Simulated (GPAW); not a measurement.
**1T-TiTe2 monolayer in an electric field**

Wanted: the out-of-plane polarisability of 1T-TiTe2 monolayer.

Program: GPAW 26.7.0. Level of theory: GPAW, PAW setups; layer in a repeated cell with vacuum, relaxation of atoms and in-plane cell, in the first sound run; inputs show where later runs differ. Results are calculated unless marked as measured.

Report form: the programs' logs are mostly left out.

## Step 1: Starting point

The cell holds 3 atoms: 2 Te and 1 Ti. Its edges and angles: a = 3.750 Å, b = 3.750 Å, c = 21.676 Å, α = 90.0°, β = 90.0°, γ = 120.0°. Vacuum lies along c.

## Step 2: Relaxing the atoms

Forces are removed first; all later runs use this geometry.

Input file run.py:

```python
import json
import numpy as np
from ase import Atoms
from ase.filters import FrechetCellFilter
from ase.optimize import BFGS
from gpaw import GPAW, PW

slab = Atoms(
    ['Te', 'Ti', 'Te'],
    positions=[
        [1.87500, 1.08253, 9.00000],
        [0.00000, 0.00000, 10.83796],
        [-0.00000, 2.16506, 12.67592]],
    cell=[[3.75, 0.0, 0.0], [-1.875, 3.2476, 0.0], [0.0, 0.0, 21.6759]],
    pbc=[True, True, True])

slab.calc = GPAW(mode=PW(600), xc='PBE', kpts={'size': (9, 9, 1), 'gamma': True},
                 occupations={'name': 'fermi-dirac', 'width': 0.05}, nbands='160%',
                 convergence={'density': 1e-05}, maxiter=200,
                 symmetry={'tolerance': 1e-3}, txt='slab.txt')
result = {}
# The in-plane cell is free; stress needs a cell that repeats along all three vectors
path = []
opt = BFGS(FrechetCellFilter(slab, mask=[1, 1, 0, 0, 0, 1]), maxstep=0.2)
opt.attach(lambda: path.append((slab.get_potential_energy(), slab.positions.tolist(), slab.get_forces().tolist())))
result['relaxed'] = bool(opt.run(fmax=0.02, steps=45))
result['path'] = path
result['cell'] = slab.cell.tolist()
print('in-plane lattice', slab.cell.cellpar().round(4)[[0, 1, 5]])
energy = slab.get_potential_energy()
fermi = slab.calc.get_fermi_level()
v = slab.calc.get_electrostatic_potential().mean((0, 1)) - fermi
n = slab.calc.get_pseudo_density().mean((0, 1))
L = slab.cell[2, 2]
z = np.arange(len(v)) * L / len(v)
low, high = slab.positions[:, 2].min(), slab.positions[:, 2].max()
below, above = np.interp([low - 6.8, high + 6.8], z, v)
slopes = [np.interp(x, z, np.gradient(v, z)) for x in (low - 6.8, high + 6.8)]
eps = np.array([[slab.calc.get_eigenvalues(k, s) for k in range(len(slab.calc.get_ibz_k_points()))]
                for s in range(slab.calc.get_number_of_spins())]) - fermi
top, bottom = eps[eps < 0].max(), eps[eps > 0].min()
dipole = slab.get_dipole_moment()[2]
print(f'energy {energy:.4f} eV, Fermi level {fermi:.4f} eV, dipole {dipole:.5f} e A')
print(f'potential 6.8 A off the faces, from the Fermi level: lower {below:.4f} eV, upper {above:.4f} eV')
print(f'slope of the potential there: lower {slopes[0]:.5f}, upper {slopes[1]:.5f} eV/A')
print(f'nearest levels on the mesh: {top:.4f} and {bottom:.4f} eV')
print('magnetic moment', round(slab.get_magnetic_moment(), 3))
result.update(energy=energy, fermi=fermi, dipole=dipole, below=below, above=above, slopes=slopes, edges=[top, bottom],
              z=z.tolist(), v=v.tolist(), n=n.tolist(), positions=slab.positions.tolist(),
              forces=slab.get_forces(apply_constraint=False).tolist(), moments=slab.get_magnetic_moments().tolist())
json.dump(result, open('result.json', 'w'))
```

The run is started by

```bash
$ OMP_NUM_THREADS=1 OPENBLAS_NUM_THREADS=1 python run.py
```

The job ended after 4.3 min (1 thread of Intel Xeon Platinum 8488C (Sapphire Rapids), shared host; peak memory 0.37 GiB).

Numbers from this step:

| Quantity | Value |
| --- | --- |
| dipole along the normal | -3.82e-4 e·Å |
| levels nearest the Fermi level on the mesh | -0.09348, 0.02190 eV from the Fermi level |

Electrostatic potential energy of an electron (without an applied field's), less the Fermi level, planar mean against z:

```csv
z (Å),"electrostatic potential energy of an electron (without an applied field's), less the Fermi level, planar mean (eV)"
0.0,4.87
0.5,4.87
1.0,4.87
1.5,4.87
2.0,4.87
2.5,4.87
3.0,4.87
3.5,4.87
4.0,4.87
4.5,4.87
5.0,4.87
5.5,4.87
6.0,4.86
6.5,4.83
7.0,4.71
7.5,4.19
8.0,2.11
8.5,-5.25
9.0,-17.4
9.5,-10.7
10.0,-3.48
10.5,-8.06
11.0,-10.6
11.5,-3.92
12.0,-6.83
12.5,-17.5
13.0,-9.90
13.5,0.410
14.0,3.75
14.5,4.60
15.0,4.81
15.5,4.86
16.0,4.87
16.5,4.87
17.0,4.87
17.5,4.87
18.0,4.87
18.5,4.87
19.0,4.87
19.5,4.87
20.0,4.87
20.5,4.87
21.0,4.87
21.5,4.87
```

The pseudo valence density, planar mean oscillates, so the rows of the table below give means over windows of 1 Å about each position, cut where the curve ends. Its maxima inside the range that stand out by 2 % of the span (Å: e/Å³): 8.5: 0.264, 9.7: 0.322, 10.9: 0.988, 12.0: 0.322, 13.2: 0.264. Its minima: 9.0: 0.106, 10.1: 0.300, 11.6: 0.300, 12.7: 0.106.

Table of pseudo valence density, planar mean by z; means over each step:

z (Å), pseudo valence density, planar mean (e/Å³) and a bar:
```
        5      0.000 
        6      0.001 
        7      0.010 
        8      0.126 #####
        9      0.196 ########
       10      0.369 ###############
       11      0.739 ##############################
       12      0.280 ###########
       13      0.196 ########
       14      0.063 ###
       15      0.004 
       16      0.000 
       17      0.000
```

The relaxation lowered the energy of the cell by 0.0695 eV (energies extrapolated to zero smearing; the optimiser's log prints free energies). The largest force left on a free atom is 0.0051 eV/Å.

## Step 3: The slab's potential

The work function is the vacuum plateau of the electrostatic potential less the Fermi level; a dipole layer lets the two faces have plateaus of their own.

This step: GPAW, PAW setups; slab in vacuum (GPAW 26.7.0).

The cell differs from the one that the last finished run ended in (c 21.676 → 21.503 Å).

run.py: that of step 2 with these lines changed.

```diff
@@ -3,4 +3,2 @@
 from ase import Atoms
-from ase.filters import FrechetCellFilter
-from ase.optimize import BFGS
 from gpaw import GPAW, PW
@@ -10,21 +8,14 @@
     positions=[
-        [1.87500, 1.08253, 9.00000],
-        [0.00000, 0.00000, 10.83796],
-        [-0.00000, 2.16506, 12.67592]],
-    cell=[[3.75, 0.0, 0.0], [-1.875, 3.2476, 0.0], [0.0, 0.0, 21.6759]],
-    pbc=[True, True, True])
+        [1.86847, 1.07876, 9.00000],
+        [-0.00000, 0.00000, 10.75143],
+        [0.00000, 2.15752, 12.50285]],
+    cell=[[3.73695, 0.0, 0.0], [-1.86847, 3.2363, 0.0], [0.0, 0.0, 21.5029]],
+    pbc=[True, True, False])
 
-slab.calc = GPAW(mode=PW(600), xc='PBE', kpts={'size': (9, 9, 1), 'gamma': True},
+slab.calc = GPAW(mode=PW(400), xc='PBE', kpts={'size': (9, 9, 1), 'gamma': True},
                  occupations={'name': 'fermi-dirac', 'width': 0.05}, nbands='160%',
                  convergence={'density': 1e-05}, maxiter=200,
+                 poissonsolver={'dipolelayer': 'xy'},
                  symmetry={'tolerance': 1e-3}, txt='slab.txt')
 result = {}
-# The in-plane cell is free; stress needs a cell that repeats along all three vectors
-path = []
-opt = BFGS(FrechetCellFilter(slab, mask=[1, 1, 0, 0, 0, 1]), maxstep=0.2)
-opt.attach(lambda: path.append((slab.get_potential_energy(), slab.positions.tolist(), slab.get_forces().tolist())))
-result['relaxed'] = bool(opt.run(fmax=0.02, steps=45))
-result['path'] = path
-result['cell'] = slab.cell.tolist()
-print('in-plane lattice', slab.cell.cellpar().round(4)[[0, 1, 5]])
 energy = slab.get_potential_energy()
```

The job ended after 20 s (1 thread; peak memory 0.2 GiB).

Numbers from this step:

* dipole along the normal: -0.001161 e·Å
* levels nearest the Fermi level on the mesh: -0.09335, 0.02187 eV from the Fermi level
* upper work function: 4.875 eV
* lower work function: 4.867 eV

Table of electrostatic potential energy of an electron (without an applied field's), less the Fermi level, planar mean by z:

z (Å), electrostatic potential energy of an electron (without an applied field's), less the Fermi level, planar mean (eV) and a bar from the least value:
```
        0        4.9 ##############################
        1        4.9 ##############################
        2        4.9 ##############################
        3        4.9 ##############################
        4        4.9 ##############################
        5        4.9 ##############################
        6        4.9 ##############################
        7        4.7 ##############################
        8        1.3 #########################
        9      -17.8 
       10       -3.5 ###################
       11       -9.5 ###########
       12       -8.6 ############
       13       -7.5 ##############
       14        4.0 #############################
       15        4.8 ##############################
       16        4.9 ##############################
       17        4.9 ##############################
       18        4.9 ##############################
       19        4.9 ##############################
       20        4.9 ##############################
       21        4.9 ##############################
```

Pseudo valence density, planar mean against z:

```csv
z (Å),"pseudo valence density, planar mean (e/Å³)"
0.00,-1.3e-6
0.65,1.3e-6
1.08,1.3e-6
1.72,-1.3e-6
2.37,1.4e-6
2.80,1.4e-6
3.44,0
4.09,4.0e-6
4.52,1.0e-5
5.16,5.0e-5
5.81,3.2e-4
6.24,0.00107
6.88,0.00666
7.53,0.0407
7.96,0.122
8.60,0.255
9.25,0.211
9.68,0.316
10.32,0.535
10.97,0.845
11.61,0.295
12.04,0.313
12.69,0.152
13.33,0.192
13.76,0.0717
14.41,0.0123
15.05,0.00195
15.48,5.8e-4
16.13,9.6e-5
16.77,1.4e-5
17.20,3.5e-6
17.85,2.2e-6
18.49,-1.1e-6
18.92,-1.2e-6
19.57,1.4e-6
20.21,-1.3e-6
20.64,-1.3e-6
21.29,1.4e-6
```

The potential is flat to 9.5e-5 eV/Å where it is read, so the vacuum is wide enough.

## Step 4: Field on

A uniform field along the normal polarises the slab; the atoms stay fixed, so this is the electronic response alone.

run.py: that of step 3 with these lines changed.

```diff
@@ -4,2 +4,3 @@
 from gpaw import GPAW, PW
+from gpaw.external import ConstantElectricField
 
@@ -18,2 +19,3 @@
                  poissonsolver={'dipolelayer': 'xy'},
+                 external=ConstantElectricField(-0.2, [0, 0, 1]),
                  symmetry={'tolerance': 1e-3}, txt='slab.txt')
```

Elapsed: 66 s, on 1 thread; peak memory 0.29 GiB.

This step gave:

- dipole along the normal: -0.08227 e·Å
- levels nearest the Fermi level on the mesh: -0.09331, 0.02186 eV from the Fermi level
- potential below the slab, the applied field's own ramp left out: 4.259 eV from the Fermi level
- potential above the slab, the applied field's own ramp left out: 5.490 eV from the Fermi level

Electrostatic potential energy of an electron (without an applied field's), less the Fermi level, planar mean against z:

z (Å), electrostatic potential energy of an electron (without an applied field's), less the Fermi level, planar mean (eV) and a bar from the least value:
```
      0.0        4.9 #############################
      0.5        4.3 ############################
      1.0        4.3 ############################
      1.5        4.3 ############################
      2.0        4.3 ############################
      2.5        4.3 ############################
      3.0        4.3 ############################
      3.5        4.3 ############################
      4.0        4.3 ############################
      4.5        4.3 ############################
      5.0        4.3 ############################
      5.5        4.3 ############################
      6.0        4.2 ############################
      6.5        4.2 ############################
      7.0        4.1 ############################
      7.5        3.4 ###########################
      8.0        0.8 ########################
      8.5       -7.9 #############
      9.0      -18.1 
      9.5       -9.0 ############
     10.0       -3.6 ##################
     10.5       -9.5 ###########
     11.0       -9.4 ###########
     11.5       -3.3 ###################
     12.0       -8.4 ############
     12.5      -17.5 #
     13.0       -7.1 ##############
     13.5        1.8 #########################
     14.0        4.6 #############################
     14.5        5.3 ##############################
     15.0        5.4 ##############################
     15.5        5.5 ##############################
     16.0        5.5 ##############################
     16.5        5.5 ##############################
     17.0        5.5 ##############################
     17.5        5.5 ##############################
     18.0        5.5 ##############################
     18.5        5.5 ##############################
     19.0        5.5 ##############################
     19.5        5.5 ##############################
     20.0        5.5 ##############################
     20.5        5.5 ##############################
     21.0        5.5 ##############################
```

The dipole is now -0.0823 e Å, against -0.0012 in the run without a field.

## Step 5: In a field

run.py: that of step 4 with these lines changed.

```diff
@@ -19,3 +19,3 @@
                  poissonsolver={'dipolelayer': 'xy'},
-                 external=ConstantElectricField(-0.2, [0, 0, 1]),
+                 external=ConstantElectricField(-0.1, [0, 0, 1]),
                  symmetry={'tolerance': 1e-3}, txt='slab.txt')
```

Elapsed: 67 s, on 1 thread; peak memory 0.29 GiB.

This step gave:

```yaml
dipole_along_the_normal: -0.04113 e·Å
levels_nearest_the_fermi_level_on_the_mesh: -0.09334, 0.02186 eV from the Fermi level
potential_below_the_slab_the_applied_field_s_own_ramp_left_out: 4.564 eV from the Fermi level
potential_above_the_slab_the_applied_field_s_own_ramp_left_out: 5.179 eV from the Fermi level
```

Electrostatic potential energy of an electron (without an applied field's), less the Fermi level, planar mean against z:

```csv
z (Å),"electrostatic potential energy of an electron (without an applied field's), less the Fermi level, planar mean (eV)"
0,4.87
1,4.56
2,4.56
3,4.56
4,4.56
5,4.56
6,4.55
7,4.36
8,1.09
9,-18.0
10,-3.54
11,-9.45
12,-8.52
13,-7.30
14,4.28
15,5.12
16,5.18
17,5.18
18,5.18
19,5.18
20,5.18
21,5.18
```

The dipole is now -0.0411 e Å, against -0.0012 in the run without a field.

## Step 6: In a field

run.py: that of step 5 with these lines changed.

```diff
@@ -19,3 +19,3 @@
                  poissonsolver={'dipolelayer': 'xy'},
-                 external=ConstantElectricField(-0.1, [0, 0, 1]),
+                 external=ConstantElectricField(-0.05, [0, 0, 1]),
                  symmetry={'tolerance': 1e-3}, txt='slab.txt')
```

The job ended after 72 s (1 thread; peak memory 0.29 GiB).

## Step 7: In a field

run.py: that of step 6 with these lines changed.

```diff
@@ -19,3 +19,3 @@
                  poissonsolver={'dipolelayer': 'xy'},
-                 external=ConstantElectricField(-0.05, [0, 0, 1]),
+                 external=ConstantElectricField(0.05, [0, 0, 1]),
                  symmetry={'tolerance': 1e-3}, txt='slab.txt')
```

Run time: 71 s. Hardware: 1 thread; peak memory 0.29 GiB.

(Part 1 of 2 ends here.)

[Logs are printed without paths, hosts, clocks, repeated set-up lines and the standing remarks that a program may print on its own settings, such as how far it seeks lower states.]

[Hosts, paths, dates, database ids (printed as entryN), source tags and the programs' standing remarks are cut or masked in the printed files.]
